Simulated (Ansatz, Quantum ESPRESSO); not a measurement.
# Mode couplings of Os (P6_3/mmc) in a second program, part 3 of 4

Each step names its level of theory.

So far, highest frequency, solved or plainly interpolated (cm⁻¹): step 4 (phonons and couplings with ph.x: Fermi–Dirac smearing of …) 219. The relaxed cell has a = 2.752, c = 4.353 Å (conventional setting).

### Step 5. Ground state with pw.x

ph.x needs a tightly converged ground state on the same k mesh; the cell is that of the step before.

This step: DFT PBE, scalar-relativistic, plane waves, PseudoDojo 0.4.1 norm-conserving pseudopotentials (Quantum ESPRESSO 7.5).

The input, pw.in:

```
&control
   calculation = 'scf'
   prefix = 'x'
   outdir = './tmp'
   pseudo_dir = './pseudo'
   tprnfor = .true.
   tstress = .true.
/
&system
   ibrav = 4
   celldm(1) = 5.19982901
   celldm(3) = 1.58204947
   nat = 2
   ntyp = 1
   ecutwfc = 74.0
   ecutrho = 296.0
   occupations = 'smearing'
   smearing = 'fd'
   degauss = 0.00734986
   nbnd = 26
/
&electrons
   conv_thr = 1.0d-11
   mixing_beta = 0.5
/
ATOMIC_SPECIES
 Os    190.2300  Os.upf
ATOMIC_POSITIONS crystal
 Os     0.333333333   0.666666667   0.250000000
 Os     0.666666667   0.333333333   0.750000000
K_POINTS automatic
 10 10 6 0 0 0
```

Command:

```console
> OMP_NUM_THREADS=1 mpirun -n 4 pw.x -nk 4 -in pw.in > pw.x.log
```

What it wrote:

```text
[banner, memory and clock lines left out]
Program PWSCF v.7.5

     G-vector sticks info

     bravais-lattice index     =            4
     lattice parameter (alat)  =       5.1998  a.u.
     unit-cell volume          =     192.6273 (a.u.)^3
     number of atoms/cell      =            2
     number of atomic types    =            1
     number of electrons       =        32.00
     number of Kohn-Sham states=           26
     kinetic-energy cutoff     =      74.0000  Ry
     charge density cutoff     =     296.0000  Ry
     scf convergence threshold =      1.0E-11
     mixing beta               =       0.5000
     number of iterations used =            8  plain     mixing
     Exchange-correlation= PBE
                           (   1   4   3   4   0   0   0)

     celldm(1)=   5.199829  celldm(2)=   0.000000  celldm(3)=   1.582049
     celldm(4)=   0.000000  celldm(5)=   0.000000  celldm(6)=   0.000000

     crystal axes: (cart. coord. in units of alat)
               a(1) = (   1.000000   0.000000   0.000000 )
               a(2) = (  -0.500000   0.866025   0.000000 )
               a(3) = (   0.000000   0.000000   1.582049 )

     reciprocal axes: (cart. coord. in units 2 pi/alat)
               b(1) = (  1.000000  0.577350 -0.000000 )
               b(2) = (  0.000000  1.154701  0.000000 )
               b(3) = (  0.000000 -0.000000  0.632091 )

     PseudoPot. # 1 for Os read from file:
     ./pseudo/Os.upf
     Pseudo is Norm-conserving + core correction, Zval = 16.0
     Using radial grid of 1344 points,  8 beta functions with:
                l(1) =   0
                l(2) =   0
                l(3) =   1
                l(4) =   1
                l(5) =   2
                l(6) =   2
                l(7) =   3
                l(8) =   3

     atomic species   valence    mass     pseudopotential
     Os               16.00   190.23000     Os( 1.00)

     24 Sym. Ops., with inversion, found (12 have fractional translation)

   Cartesian axes

     site n.     atom                  positions (alat units)
         1        Os     tau(   1) = (  -0.0000000   0.5773503   0.3955124  )
         2        Os     tau(   2) = (   0.5000000   0.2886751   1.1865371  )

     number of k points=    56  Fermi-Dirac smearing, width (Ry)=  0.0073
                       cart. coord. in units 2pi/alat
        k(    1) = (   0.0000000   0.0000000   0.0000000), wk =   0.0033333
        k(    2) = (   0.0000000   0.0000000   0.1053486), wk =   0.0066667
        k(    3) = (   0.0000000   0.0000000   0.2106972), wk =   0.0066667
        k(    4) = (   0.0000000   0.0000000  -0.3160457), wk =   0.0033333
        k(    5) = (   0.0000000   0.1154701   0.0000000), wk =   0.0200000
        k(    6) = (   0.0000000   0.1154701   0.1053486), wk =   0.0400000
        k(    7) = (   0.0000000   0.1154701   0.2106972), wk =   0.0400000
        k(    8) = (   0.0000000   0.1154701  -0.3160457), wk =   0.0200000
        k(    9) = (   0.0000000   0.2309401   0.0000000), wk =   0.0200000
        k(   10) = (   0.0000000   0.2309401   0.1053486), wk =   0.0400000
        k(   11) = (   0.0000000   0.2309401   0.2106972), wk =   0.0400000
        k(   12) = (   0.0000000   0.2309401  -0.3160457), wk =   0.0200000
        k(   13) = (   0.0000000   0.3464102   0.0000000), wk =   0.0200000
        k(   14) = (   0.0000000   0.3464102   0.1053486), wk =   0.0400000
        k(   15) = (   0.0000000   0.3464102   0.2106972), wk =   0.0400000
        k(   16) = (   0.0000000   0.3464102  -0.3160457), wk =   0.0200000
[...]
k(   49) = (   0.2000000   0.5773503   0.0000000), wk =   0.0200000
        k(   50) = (   0.2000000   0.5773503   0.1053486), wk =   0.0400000
        k(   51) = (   0.2000000   0.5773503   0.2106972), wk =   0.0400000
        k(   52) = (   0.2000000   0.5773503  -0.3160457), wk =   0.0200000
        k(   53) = (   0.3000000   0.5196152   0.0000000), wk =   0.0200000
        k(   54) = (   0.3000000   0.5196152   0.1053486), wk =   0.0400000
        k(   55) = (   0.3000000   0.5196152   0.2106972), wk =   0.0400000
        k(   56) = (   0.3000000   0.5196152  -0.3160457), wk =   0.0200000

     Dense  grid:    16611 G-vectors     FFT dimensions: (  30,  30,  48)

     Initial potential from superposition of free atoms

     starting charge      31.9996, renormalised to      32.0000
     Starting wfcs are   20 randomized atomic wfcs +    6 random wfcs

     per-process dynamical memory:    26.8 Mb

     Self-consistent Calculation

     iteration #  1     ecut=    74.00 Ry     beta= 0.50
     Davidson diagonalization with overlap
     ethr =  1.00E-02,  avg # of iterations =  3.8

     Threshold (ethr) on eigenvalues was too large:
     Diagonalizing with lowered threshold

     Davidson diagonalization with overlap
     ethr =  1.98E-04,  avg # of iterations =  1.8

     total energy              =    -404.75195458 Ry
     estimated scf accuracy    <       0.06510077 Ry

     iteration #  2     ecut=    74.00 Ry     beta= 0.50
     Davidson diagonalization with overlap
     ethr =  2.03E-04,  avg # of iterations =  2.2

     total energy              =    -404.76244929 Ry
     estimated scf accuracy    <       0.00177339 Ry

     iteration #  3     ecut=    74.00 Ry     beta= 0.50
     Davidson diagonalization with overlap
     ethr =  5.54E-06,  avg # of iterations =  2.9

     total energy              =    -404.76255813 Ry
     estimated scf accuracy    <       0.00031372 Ry

     iteration #  4     ecut=    74.00 Ry     beta= 0.50
     Davidson diagonalization with overlap
     ethr =  9.80E-07,  avg # of iterations =  1.1

     total energy              =    -404.76256826 Ry
     estimated scf accuracy    <       0.00000229 Ry

     iteration #  5     ecut=    74.00 Ry     beta= 0.50
     Davidson diagonalization with overlap
     ethr =  7.15E-09,  avg # of iterations =  2.0

     total energy              =    -404.76256871 Ry
     estimated scf accuracy    <       0.00000020 Ry

     iteration #  6     ecut=    74.00 Ry     beta= 0.50
     Davidson diagonalization with overlap
     ethr =  6.27E-10,  avg # of iterations =  2.0

     total energy              =    -404.76256875 Ry
     estimated scf accuracy    <       0.00000001 Ry

     iteration #  7     ecut=    74.00 Ry     beta= 0.50
     Davidson diagonalization with overlap
     ethr =  4.33E-11,  avg # of iterations =  2.1

     total energy              =    -404.76256876 Ry
     estimated scf accuracy    <          1.7E-10 Ry

     iteration #  8     ecut=    74.00 Ry     beta= 0.50
     Davidson diagonalization with overlap
     ethr =  5.47E-13,  avg # of iterations =  2.0

     total energy              =    -404.76256876 Ry
     estimated scf accuracy    <          1.1E-11 Ry

     iteration #  9     ecut=    74.00 Ry     beta= 0.50
     Davidson diagonalization with overlap
     ethr =  1.00E-13,  avg # of iterations =  1.0

     End of self-consistent calculation

          k = 0.0000 0.0000 0.0000 (  2045 PWs)   bands (ev):

   -61.0939 -60.9893 -20.9906 -20.1148 -20.1148 -19.9495 -19.9495 -19.9070
    14.8374  17.9965  22.6545  22.6545  22.8803  23.4664  23.4664  24.1129
    24.1129  25.6002  27.2608  27.2608  34.3759  38.9498  41.3309  42.5206
    47.0701  47.0701

          k = 0.0000 0.0000 0.1053 (  2063 PWs)   bands (ev):

   -61.0870 -60.9964 -20.9217 -20.1038 -20.1038 -19.9837 -19.9607 -19.9607
    15.1734  18.0275  22.4840  22.4840  22.6912  23.2589  23.2589  24.5800
    24.5800  24.5896  27.2865  27.2865  35.8402  38.4009  41.5248  42.6669
    45.1069  45.1069

          k = 0.0000 0.0000 0.2107 (  2062 PWs)   bands (ev):

   -61.0679 -61.0156 -20.7311 -20.1899 -20.0738 -20.0738 -19.9911 -19.9911
    16.0901  17.9308  22.2782  22.3465  22.3465  22.8291  22.8291  22.9218
    25.5292  25.5292  27.1181  27.1181  38.1330  38.9117  40.0268  44.3013
    44.3013  44.3680

          k = 0.0000 0.0000-0.3160 (  2098 PWs)   bands (ev):

   -61.0418 -61.0418 -20.4644 -20.4644 -20.0326 -20.0326 -20.0326 -20.0326
    17.2348  17.2348  22.1169  22.1169  22.4704  22.4704  22.4704  22.4704
    26.4897  26.4897  26.4897  26.4897  38.6397  38.6397  42.6270  42.6270
    44.9583  44.9583

          k = 0.0000 0.1155 0.0000 (  2065 PWs)   bands (ev):

   -61.0867 -60.9866 -20.9590 -20.1817 -20.1374 -20.0195 -19.9592 -19.9224
    15.2323  18.3404  22.0417  22.9985  23.2053  23.4393  23.5217  23.7872
    23.8472  24.5011  27.4426  29.0623  34.3366  39.7418  41.8138  43.1684
    44.8671  45.3916

          k = 0.0000 0.1155 0.1053 (  2049 PWs)   bands (ev):

   -61.0800 -60.9933 -20.8960 -20.1678 -20.1256 -20.0663 -19.9713 -19.9591
[...]
44.1924  44.7560

          k = 0.0000 0.1155 0.2107 (  2053 PWs)   bands (ev):

[...]
44.3386  44.8513

          k = 0.0000 0.1155-0.3160 (  2056 PWs)   bands (ev):

[...]
44.7646  44.7646

          k = 0.0000 0.2309 0.0000 (  2078 PWs)   bands (ev):

[...]
43.3699  43.8129

          k = 0.0000 0.2309 0.1053 (  2069 PWs)   bands (ev):

[...]
43.2913  44.8690

          k = 0.0000 0.2309 0.2107 (  2048 PWs)   bands (ev):

[...]
44.0253  44.1778

          k = 0.0000 0.2309-0.3160 (  2070 PWs)   bands (ev):

[...]
44.9168  44.9170

          k = 0.0000 0.3464 0.0000 (  2072 PWs)   bands (ev):

[...]
44.3303  44.7937

          k = 0.0000 0.3464 0.1053 (  2072 PWs)   bands (ev):

[...]
43.1860  45.4067

          k = 0.0000 0.3464 0.2107 (  2070 PWs)   bands (ev):

[...]
43.0085  44.1284

          k = 0.0000 0.3464-0.3160 (  2060 PWs)   bands (ev):

[...]
44.8304  44.8305

          k = 0.0000 0.4619 0.0000 (  2074 PWs)   bands (ev):

[...]
k = 0.0000 0.4619 0.1053 (  2076 PWs)   bands (ev):

[...]
k = 0.0000 0.4619 0.2107 (  2072 PWs)   bands (ev):

[...]
k = 0.0000 0.4619-0.3160 (  2070 PWs)   bands (ev):

[...]
k = 0.0000-0.5774 0.0000 (  2080 PWs)   bands (ev):

[...]
k = 0.0000-0.5774 0.1053 (  2070 PWs)   bands (ev):

[...]
k = 0.0000-0.5774 0.2107 (  2080 PWs)   bands (ev):

[...]
k = 0.0000-0.5774-0.3160 (  2076 PWs)   bands (ev):

[...]
k = 0.1000 0.1732 0.0000 (  2067 PWs)   bands (ev):

[...]
k = 0.1000 0.1732-0.3160 (  2066 PWs)   bands (ev):

[...]
k = 0.1000 0.2887-0.3160 (  2068 PWs)   bands (ev):

[...]
k = 0.1000 0.4041-0.3160 (  2080 PWs)   bands (ev):

[...]
k = 0.1000 0.5196-0.3160 (  2078 PWs)   bands (ev):

[...]
k = 0.2000 0.3464-0.3160 (  2088 PWs)   bands (ev):

[...]
k = 0.2000 0.4619 0.1053 (  2077 PWs)   bands (ev):

[...]
k = 0.2000 0.4619 0.2107 (  2073 PWs)   bands (ev):

[...]
k = 0.2000 0.4619-0.3160 (  2074 PWs)   bands (ev):

[...]
k = 0.2000 0.5774 0.0000 (  2075 PWs)   bands (ev):

[...]
40.3938  42.9563

          k = 0.2000 0.5774 0.1053 (  2081 PWs)   bands (ev):

[...]
41.4337  42.4385

          k = 0.2000 0.5774 0.2107 (  2090 PWs)   bands (ev):

[...]
42.5361  42.7757

          k = 0.2000 0.5774-0.3160 (  2062 PWs)   bands (ev):

[...]
42.9991  42.9991

          k = 0.3000 0.5196 0.0000 (  2081 PWs)   bands (ev):

[...]
41.1511  41.4459

          k = 0.3000 0.5196 0.1053 (  2087 PWs)   bands (ev):

[...]
19.4616  20.0028  20.4577  20.9415  22.3068  22.3280  24.0966  26.6034
    26.8620  27.6366  30.8397  31.5686  33.7238  36.7581  39.2729  39.4781
    41.6244  42.9563

          k = 0.3000 0.5196 0.2107 (  2081 PWs)   bands (ev):

   -60.9868 -60.9802 -20.7511 -20.7323 -20.5599 -20.4082 -20.1675 -20.1172
    19.6903  19.8144  20.6808  20.9411  22.0772  22.4713  24.0010  25.2400
    26.9797  27.6630  31.6302  32.7104  35.1022  35.2859  37.5335  38.4939
    42.9574  44.4877

          k = 0.3000 0.5196-0.3160 (  2084 PWs)   bands (ev):

   -60.9835 -60.9835 -20.7768 -20.7768 -20.4886 -20.4886 -20.1006 -20.1006
    19.7279  19.7279  20.9580  20.9580  22.2280  22.2280  24.2495  24.2495
    27.3564  27.3564  32.8157  32.8157  35.1207  35.1207  37.3588  37.3588
    44.1144  44.1144

     the Fermi energy is    25.6411 ev

!    total energy              =    -404.76256876 Ry
     estimated scf accuracy    <          8.4E-13 Ry
     smearing contrib. (-TS)   =      -0.00348654 Ry
     internal energy E=F+TS    =    -404.75908222 Ry

     The total energy is F=E-TS. E is the sum of the following terms:
     one-electron contribution =     -45.64141848 Ry
     hartree contribution      =      46.01925117 Ry
     xc contribution           =     -82.58628588 Ry
     ewald contribution        =    -322.55062904 Ry

     convergence has been achieved in   9 iterations

     Forces acting on atoms (cartesian axes, Ry/au):

     atom    1 type  1   force =     0.00000000    0.00000000    0.00000000
     atom    2 type  1   force =     0.00000000    0.00000000    0.00000000

     Total force =     0.000000     Total SCF correction =     0.000000

     Computing stress (Cartesian axis) and pressure

          total   stress  (Ry/bohr**3)                   (kbar)     P=       -1.81
   0.00007193   0.00000000   0.00000000           10.58        0.00        0.00
   0.00000000   0.00007193   0.00000000            0.00       10.58        0.00
  -0.00000000  -0.00000000  -0.00018080           -0.00       -0.00      -26.60

     XML data file, charge density, pseudopotentials, collected wavefunctions
```

Wall time 7 s (4 MPI ranks of AMD EPYC 9R14 (Zen 4), shared host).

Numbers from this step:

* pressure: -0.1813 GPa

With these potentials, mesh and smearing the cell is at -0.18 GPa.

(Part 3 of 4 ends here.)

[Logs are printed without paths, hosts, clocks, repeated set-up lines and the standing remarks that a program may print on its own settings, such as how far it seeks lower states.]

[Hosts, paths, dates, database ids (printed as entryN), source tags and the programs' standing remarks are cut or masked in the printed files.]
